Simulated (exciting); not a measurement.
## Core excitons at the C K edge of C3N4

Wanted: the near-edge spectrum and the bound core excitons at the C K edge of C3N4.

Method: X-ray absorption, core-level Bethe-Salpeter equation, exchange and statically screened direct term, Tamm-Dancoff, all-electron LAPW+lo LDA, in exciting sodium.

## 1. The structure

The structure is trigonal, space group R3m (No. 160). Conventional cell: a = 4.784 Å, b = 4.784 Å, c = 10.707 Å, α = 90.00°, β = 90.00°, γ = 120.00°. Nearest to N lie 2 C at 1.33 Å. N has 3 C at 1.46 Å nearest. C has 3 N at 1.33 to 1.46 Å nearest. Farther neighbours and most contacts between anions are not listed.

Coordinates:

```cif
data_structure
_symmetry_space_group_name_H-M 'P 1'
_symmetry_Int_Tables_number 1
_cell_length_a 4.5130
_cell_length_b 4.5130
_cell_length_c 4.5130
_cell_angle_alpha 64.021
_cell_angle_beta 64.021
_cell_angle_gamma 64.021
_cell_volume 70.75
loop_
_atom_site_label
_atom_site_type_symbol
_atom_site_fract_x
_atom_site_fract_y
_atom_site_fract_z
_atom_site_occupancy
N1 N 0.17011 0.65970 0.17011 1
N2 N 0.66561 0.66561 0.66561 1
N3 N 0.17011 0.17011 0.65970 1
N4 N 0.65970 0.17011 0.17011 1
C5 C 0.01933 0.49007 0.49007 1
C6 C 0.49007 0.01933 0.49007 1
C7 C 0.49007 0.49007 0.01933 1
```

Differences between curves are given as r.m.s. difference over r.m.s. height.

## 2. Ground state

The species files are the program's own, with muffin-tin radii set in the input.

The input, input.xml:

```
<input>
  <title>C3N4</title>
  <structure speciespath="." autormt="false" epslat="1.0e-5">
    <crystal>
      <basevect>4.5206347971 2.6099897170 6.7442307379</basevect>
      <basevect>-4.5206347971 2.6099897170 6.7442307379</basevect>
      <basevect>0.0000000000 -5.2199794341 6.7442307379</basevect>
    </crystal>
    <species speciesfile="N.xml" rmt="1.216">
      <atom coord="0.1701150000 0.6597020000 0.1701150000"/>
      <atom coord="0.6656050000 0.6656050000 0.6656050000"/>
      <atom coord="0.1701150000 0.1701150000 0.6597020000"/>
      <atom coord="0.6597020000 0.1701150000 0.1701150000"/>
    </species>
    <species speciesfile="C.xml" rmt="1.216">
      <atom coord="0.0193280000 0.4900670000 0.4900670000"/>
      <atom coord="0.4900670000 0.0193280000 0.4900670000"/>
      <atom coord="0.4900670000 0.4900670000 0.0193280000"/>
    </species>
  </structure>
  <groundstate do="fromscratch" xctype="LDA_PW" ngridk="4 4 4" rgkmax="6.5" gmaxvr="14" nempty="8" swidth="0.001" maxscl="100" epsengy="1e-5"/>
</input>
```

On the command line:

```console
$ OMP_NUM_THREADS=1 mpirun -n 2 exciting
```

Numbers of over 12 decimals in the logs are rounded to 6 here.

What it wrote:

```text
EXCITING SODIUM started
********************************************************************************
* Ground-state run starting from atomic densities                              *
********************************************************************************
+ Starting initialization                                                      +
[... lattice and species ...]
 Spin treatment                             :    spin-unpolarised
 Number of Bravais lattice symmetries       :      12
[...]
valence-band maximum at    1      0.0000  0.0000  0.0000
     conduction-band minimum at    1      0.0000  0.0000  0.0000
+ Self-consistent loop stopped                                                 +
 STATE.OUT is written
********************************************************************************
* Groundstate module stopped                                                   *
********************************************************************************
 Total time spent (seconds)                 :       458.52
| EXCITING SODIUM stopped                                                      =
[key lines of the parts left out:]
Total energy                               :      -330.92328938
Fermi energy                               :         0.17239512
```

Elapsed: 7.7 min, on 2 MPI ranks of Arm Neoverse V1, shared host.

The mesh shows a gap of 1.29 eV. Core levels (Dirac, from the valence top):

| atom | level | energy (eV) |
| --- | --- | --- |
| N | 1s1/2 | -373.1 |
| C | 1s1/2 | -265.4 |

## 3. A richer basis for the empty states

Each species file gets more local orbitals, built from u and its energy derivative at 0.15 Ha and u at 0.9 Ha.

input.xml is that of step 2.

The input, SPECIES.xml, added lines:

```
<lo l="L">  <!-- L = 0, 1, 2 -->
  <wf matchingOrder="0" trialEnergy="0.1500" searchE="false"/>
  <wf matchingOrder="1" trialEnergy="0.1500" searchE="false"/>
  <wf matchingOrder="0" trialEnergy="0.9000" searchE="false"/>
</lo>
```

On the command line:

```console
$ OMP_NUM_THREADS=1 mpirun -n 2 exciting
```

What it wrote:

```text
EXCITING SODIUM started
********************************************************************************
* Ground-state run starting from atomic densities                              *
********************************************************************************
+ Starting initialization                                                      +
[... lattice and species ...]
 Spin treatment                             :    spin-unpolarised
 Number of Bravais lattice symmetries       :      12
[...]
valence-band maximum at    1      0.0000  0.0000  0.0000
     conduction-band minimum at    1      0.0000  0.0000  0.0000
+ Self-consistent loop stopped                                                 +
 STATE.OUT is written
********************************************************************************
* Groundstate module stopped                                                   *
********************************************************************************
 Total time spent (seconds)                 :       493.28
| EXCITING SODIUM stopped                                                      =
[key lines of the parts left out:]
Total energy                               :      -330.92418479
Fermi energy                               :         0.17250256
```

The job ended after 8.2 min (2 MPI ranks).

Against the first ground state the total energy moves by -3 meV an atom and the gap by 0.00 eV.

## 4. Screening, kernels and BSE for C atom 5

The absorber has nearest neighbours 2 N at 1.33 Å and 1 N at 1.46 Å (site symmetry m).

Changes to input.xml since step 3:

```diff
@@ -20,3 +20,20 @@
   </structure>
-  <groundstate do="fromscratch" xctype="LDA_PW" ngridk="4 4 4" rgkmax="6.5" gmaxvr="14" nempty="8" swidth="0.001" maxscl="100" epsengy="1e-5"/>
+  <groundstate do="skip" xctype="LDA_PW" ngridk="4 4 4" rgkmax="6.5" gmaxvr="14" nempty="8" swidth="0.001" maxscl="100" epsengy="1e-5"/>
+  <xs xstype="BSE" ngridk="3 3 3" ngridq="3 3 3" vkloff="0.097 0.273 0.493" rgkmax="6.5" nempty="30" gqmax="3" lmaxapwwf="5" lmaxemat="2" broad="0.01654" tevout="true">
+    <energywindow intv="9.360 10.977" points="439"/>
+    <screening screentype="full" nempty="51"/>
+    <BSE xas="true" xasspecies="2" xasatom="1" xasedge="K" bsetype="singlet" nstlxas="1 26"/>
+    <qpointset>
+      <qpoint>0 0 0</qpoint>
+    </qpointset>
+    <plan>
+      <doonly task="xsgeneigvec"/>
+      <doonly task="writepmatxs"/>
+      <doonly task="scrgeneigvec"/>
+      <doonly task="scrwritepmat"/>
+      <doonly task="screen"/>
+      <doonly task="scrcoulint"/>
+      <doonly task="exccoulint"/>
+    </plan>
+  </xs>
 </input>
```

The input, input.xml for the last start (plan only):

```
  <plan>
    <doonly task="bse"/>
  </plan>
```

On the command line:

```console
$ OMP_NUM_THREADS=1 mpirun -n 2 exciting
$ OMP_NUM_THREADS=2 exciting
```

What it wrote:

```text
| EXCITING SODIUM started for task xsgeneigvec ( 301)                          =
One-shot GS runs for BSE calculations
One-shot GS runs for k+qmt/2 grids
Info(xsgeneigvec): Generating eigenvectors for Q-point      1
Info(xsgeneigvec): Generation of eigenvectors finished
| EXCITING SODIUM started for task writepmatxs ( 320)                          =
Info(writepmatxs): Momentum matrix elements finished
| EXCITING SODIUM started for task scrgeneigvec ( 401)                         =
One-shot GS runs for BSE calculations
One-shot GS runs for k+qmt/2 grids
[...]
Info(setup_bse_block): Setting up RR part of hamiltonian
Info(setup_bse_block): Singlet spin state
Info(bse): Diagonalizing RR Hamiltonian (TDA)
Info(bse): Invoking Lapack routine ZHEEVR
      1404 eigen solutions found in the interval:
         i1=       1 i2=    1404
Info(bse): Writing excition energies and oscillator strengths to text file.
Info(makespectrum_dist): Making spectrum using formula for coupling with time reversed AR basis.
Info(makespectrum_dist): Using formalism for vanishing momentum transfer.
Info(writederived): Writing quantities derived from the macroscopic dielectric function.
Info(bselauncher): Spectrum finished for iqmt=  1
Info(bselauncher): All done for BSE type singlet
```

Wall time 16 min (2 MPI ranks).

Wall time by task: xsgeneigvec 52 s, writepmatxs 6.8 s, scrgeneigvec 52 s, scrwritepmat 6.9 s, screen 3.9 min, scrcoulint 4.5 min, exccoulint 5.1 min, bse 3.3 s.

The C K spectrum of C atom 5 (energy from the Kohn–Sham onset, core level to the lowest empty state found on the meshes used, 266.69 eV; the ground-state mesh sets it, and the shifted mesh has its lowest transition 0.14 eV above it; Im ε scaled to the maximum of the singlet run; cut below the end of the band set):

```
E (eV)  isotropic  ε ⊥ c  ε ∥ c
  -6.5       0.02   0.01   0.05
  -6.0       0.03   0.01   0.07
  -5.5       0.04   0.01   0.09
  -5.0       0.05   0.01   0.14
  -4.5       0.08   0.01   0.23
  -4.0       0.16   0.01   0.46
  -3.5       0.40   0.01   1.18
  -3.0       0.98   0.02   2.90
  -2.5       0.53   0.02   1.54
  -2.0       0.21   0.02   0.57
  -1.5       0.12   0.03   0.28
  -1.0       0.09   0.04   0.18
  -0.5       0.09   0.06   0.16
   0.0       0.12   0.09   0.17
   0.5       0.18   0.16   0.21
   1.0       0.32   0.36   0.24
   1.5       0.64   0.86   0.19
   2.0       0.49   0.64   0.18
   2.5       0.35   0.39   0.28
   3.0       0.48   0.53   0.40
   3.5       0.48   0.63   0.18
   4.0       0.42   0.57   0.11
   4.5       0.41   0.57   0.10
   5.0       0.33   0.45   0.09
   5.5       0.32   0.43   0.09
   6.0       0.30   0.41   0.09
   6.5       0.26   0.33   0.10
   7.0       0.26   0.32   0.14
   7.5       0.28   0.35   0.14
   8.0       0.29   0.36   0.14
   8.5       0.35   0.47   0.12
   9.0       0.36   0.50   0.10
   9.5       0.30   0.40   0.10
  10.0       0.25   0.34   0.08
  10.5       0.19   0.25   0.06
  11.0       0.16   0.21   0.06
  11.5       0.15   0.18   0.07
  12.0       0.14   0.17   0.08
  12.5       0.15   0.18   0.08
  13.0       0.15   0.19   0.07
  13.5       0.16   0.21   0.08
  14.0       0.16   0.20   0.07
  14.5       0.17   0.22   0.08
  15.0       0.19   0.24   0.07
  15.5       0.21   0.28   0.07
  16.0       0.17   0.21   0.08
  16.5       0.12   0.14   0.08
  17.0       0.11   0.11   0.09
  17.5       0.10   0.10   0.10
```

Maxima (height): -3.0 eV (1.00), 1.6 eV (0.66), 3.2 eV (0.52), 5.8 eV (0.33), 8.8 eV (0.39) and 15.6 eV (0.21).

The Hamiltonian has 1404 rows. The lowest groups of eigenvalues and the brightest ones, on the scale above (the program counts from the shifted mesh's onset, 0.14 eV higher). Core spinors bring spin-forbidden partners, so dark means forbidden by spin or by symmetry, and the shifted mesh splits states that symmetry would keep together:

```
energy (eV)  states within 10 meV  relative strength
     -3.185                     1               dark
     -2.939                     1               1.00
     -1.252                     2             1.3e-4
     -0.597                     2             7.7e-4
     -0.486                     2             0.0023
     -0.404                     2             7.9e-4
      1.570                     1               0.47
      1.919                     3              0.095
      2.871                     1              0.079
      3.285                     1               0.23
      4.092                     1              0.066
      8.663                     1              0.080
```

## 5. Independent particles

Changes to input.xml since step 4:

```diff
@@ -24,3 +24,3 @@
     <screening screentype="full" nempty="51"/>
-    <BSE xas="true" xasspecies="2" xasatom="1" xasedge="K" bsetype="singlet" nstlxas="1 26"/>
+    <BSE xas="true" xasspecies="2" xasatom="1" xasedge="K" bsetype="IP" nstlxas="1 26"/>
     <qpointset>
@@ -29,9 +29,3 @@
     <plan>
-      <doonly task="xsgeneigvec"/>
-      <doonly task="writepmatxs"/>
-      <doonly task="scrgeneigvec"/>
-      <doonly task="scrwritepmat"/>
-      <doonly task="screen"/>
-      <doonly task="scrcoulint"/>
-      <doonly task="exccoulint"/>
+      <doonly task="bse"/>
     </plan>
```

On the command line:

```console
$ OMP_NUM_THREADS=2 exciting
```

What it wrote:

```text
| EXCITING SODIUM started for task bse ( 445)                                  =
Info(bselauncher): Init time:    0.425627
Info(bselauncher): Setting up and diagonalizing BSE Hamiltonian.
Info(bselauncher): Using momentum transfer vectors from list :   1 to  1
Info(bselauncher): Distributing qmt-points over   1 processes.
Info(bselauncher): BSE type: IP
Info(bselauncher): Momentum transfer list index: iqmt=  1
Info(bselauncher): Momentum transfer: vqmtl=   0.000   0.000   0.000
Info(bse): Inspecting occupations...
Info(setranges_modxs): Number of non-reduced k-points:       27
[...]
highest unoccupied state:  42
  Opening gap with a scissor of:      0.000/H      0.000/eV
Info(select_transitions): Number of participating transitions:    1404
Info(bse): Selecting transitions...
Info(bse):bsegap (eV):   266.831824
Info(bse): IP requested, nothing much to do
Info(bse): Writing excition energies and oscillator strengths to text file.
Info(makespectrum_dist): Making spectrum using formula for coupling with time reversed AR basis.
Info(makespectrum_dist): Using formalism for vanishing momentum transfer.
Info(writederived): Writing quantities derived from the macroscopic dielectric function.
Info(bselauncher): Spectrum finished for iqmt=  1
Info(bselauncher): All done for BSE type IP
```

It took 1.5 s on 2 threads.

Maxima (height): 0.6 eV (0.38), 5.5 eV (0.51), 7.8 eV (0.35), 8.6 eV (0.33) and 12.1 eV (0.38); 4 lower ones aren't listed. Against the singlet run the r.m.s. difference is 73 %. Moving the earlier curve by +3.8 eV leaves 39 %. The highest maximum lies at 5.5 eV (0.51), against -3.0 eV (1.00).

## 6. Exchange alone

Changes to input.xml since step 5:

```diff
@@ -24,3 +24,3 @@
     <screening screentype="full" nempty="51"/>
-    <BSE xas="true" xasspecies="2" xasatom="1" xasedge="K" bsetype="IP" nstlxas="1 26"/>
+    <BSE xas="true" xasspecies="2" xasatom="1" xasedge="K" bsetype="RPA" nstlxas="1 26"/>
     <qpointset>
```

On the command line:

```console
$ OMP_NUM_THREADS=2 exciting
```

What it wrote:

```text
| EXCITING SODIUM started for task bse ( 445)                                  =
Info(bselauncher): Init time:    0.427292
Info(bselauncher): Setting up and diagonalizing BSE Hamiltonian.
Info(bselauncher): Using momentum transfer vectors from list :   1 to  1
Info(bselauncher): Distributing qmt-points over   1 processes.
Info(bselauncher): BSE type: RPA
Info(bselauncher): Momentum transfer list index: iqmt=  1
Info(bselauncher): Momentum transfer: vqmtl=   0.000   0.000   0.000
Info(bse): Inspecting occupations...
Info(setranges_modxs): Number of non-reduced k-points:       27
[...]
Info(setup_bse_block): Setting up RR part of hamiltonian
Info(setup_bse_block): Using RPA approximation
Info(bse): Diagonalizing RR Hamiltonian (TDA)
Info(bse): Invoking Lapack routine ZHEEVR
      1404 eigen solutions found in the interval:
         i1=       1 i2=    1404
Info(bse): Writing excition energies and oscillator strengths to text file.
Info(makespectrum_dist): Making spectrum using formula for coupling with time reversed AR basis.
Info(makespectrum_dist): Using formalism for vanishing momentum transfer.
Info(writederived): Writing quantities derived from the macroscopic dielectric function.
Info(bselauncher): Spectrum finished for iqmt=  1
Info(bselauncher): All done for BSE type RPA
```

Wall time 4.5 s (2 threads).

Maxima (height): 0.8 eV (0.34), 5.5 eV (0.49), 7.9 eV (0.34), 8.6 eV (0.34) and 12.2 eV (0.38); 4 lower ones aren't listed. Against the independent-particle run the r.m.s. difference is 7 %.

[end of part 1 of 2]

[Banner, clock and machine lines of the logs are left out without a mark of their own.]

[Logs are printed without paths, hosts, clocks, repeated set-up lines and the standing remarks that a program may print on its own settings, such as how far it seeks lower states.]

[Hosts, paths, dates, database ids (printed as entryN), source tags and the programs' standing remarks are cut or masked in the printed files.]
